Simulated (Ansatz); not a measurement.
# HoIr2Si2: which shell does photoemission see at 21.2 and 100 eV? (LDA)

The valence band of HoIr2Si2 mixes several shells. Work out by hand which one leads the spectrum's area at each photon energy.

Filled states come from the projected DOS of Ansatz 0.2.0 (LDA+U, plane waves); cross sections σ and asymmetry parameters β are those of free atoms in a Dirac–Hartree–Slater calculation. A shell's area is states × σ × angular factor, which is 1 + β·P₂(cos θ) for linear light, with θ = 10° from the polarisation and P₂ = 0.955.

**At 21.2 eV** (states counted from 11.2 eV below the zero; other shells add 5.5 to the products' sum of 165):

| shell | filled states a cell | cross section (Mb an electron) | β | angular factor | product | share by hand (%) | share in the simulated spectrum (%) |
| --- | --- | --- | --- | --- | --- | --- | --- |
| Ir 5d | 32.33 | 4.02 | 0.03 | 1.02 | 133 | 81 | 81 |
| Ho 5d | 5.17 | 2.31 | 0.61 | 1.59 | 18.9 | 11 | 12 |
| Ho 4f | 20.06 | 0.132 | 1.70 | 2.63 | 6.95 | 4 | 4 |

**At 100 eV** (states counted from 25.8 eV below the zero; other shells add 4 to the products' sum of 33.4):

```
shell  filled states a cell  cross section (Mb an electron)     β  angular factor  product  share by hand (%)  share in the simulated spectrum (%)
Ir 5d                 32.37                           0.135  1.79            2.71     11.8                 35                                   35
Ho 5d                  5.21                          0.0162  1.99            2.90    0.244                  1                                    1
Ho 4f                 20.06                           0.646  0.36            1.34     17.4                 52                                   52
```

Ir 5d leads at 21.2 eV and Ho 4f at 100 eV. Between the two energies σ of Ir 5d changes by a factor 0.034 and that of Ho 4f by 4.9, so their ratio moves 146-fold in favour of the second. The simulated spectrum uses the same rule on the energy-resolved DOS, so the two share columns agree within a few points.

Only crystals where the two columns agree within 4 points and the lead is clear are worked in this form. Free-atom cross sections ignore the solid's final states, no escape depth or background enters, and the count of states a shell hangs on the projection.

[Logs are printed without paths, hosts, clocks, repeated set-up lines and the standing remarks that a program may print on its own settings, such as how far it seeks lower states.]
